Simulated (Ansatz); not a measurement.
Rows from a G0W0 calculation on WSe2 (P6_3/mmc) (Ansatz 0.2.0; G0W0 on PBE, plane waves, PAW; 6×6×2 mesh, 780 empty bands, screening to 200 eV), in eV. Spin-orbit coupling is left out.

The database entry behind the starting cell differs from later determinations by our own check (a about 0.2 % long), so it need not match the best structure at ambient conditions.

```csv
row,k,band,start,Σx,Σc at the solution,Vxc
A,"(0.167, 0.167, 0.000)",c2,14.818,-14.161,-4.247,-18.427
B,Γ,v1,12.957,-19.388,0.263,-18.765
C,Γ,c1,15.597,-13.867,-4.299,-18.207
D,Γ,v2,11.890,-18.141,1.522,-15.933
E,"(0.167, 0.167, 0.000)",v1,11.856,-19.418,0.974,-18.039
F,"(0.167, 0.167, 0.000)",c1,13.933,-13.069,-3.765,-16.793
```

Question: Work out each quasiparticle level and how far it moved.

The quasiparticle equation reads E = start + Σx + Σc(E) − Vxc.

```csv
row,E (eV),shift (eV)
A,14.837,+0.019
B,12.597,−0.360
C,15.639,+0.042
D,11.204,−0.686
E,11.452,−0.405
F,13.892,−0.041
```

The gap over the computed points goes from 0.98 eV to 1.30 eV.

Limits: not at the basis limit; no spin-orbit coupling; coarse k mesh.

[Paths, hosts, dates, memory and timing lines, banners, echoed tables and standing remarks are left out of the program output.]

[Logs are printed without paths, hosts, clocks, repeated set-up lines and the standing remarks that a program may print on its own settings, such as how far it seeks lower states.]

[Runs of the session that timed out or met a known fault of the program may be left out.]

[Cells called generated may have been cut or substituted from an entry of the Crystallography Open Database or the Materials Project.]

[Hosts, paths, dates, database ids (printed as entryN), source tags and the programs' standing remarks are cut or masked in the printed files.]
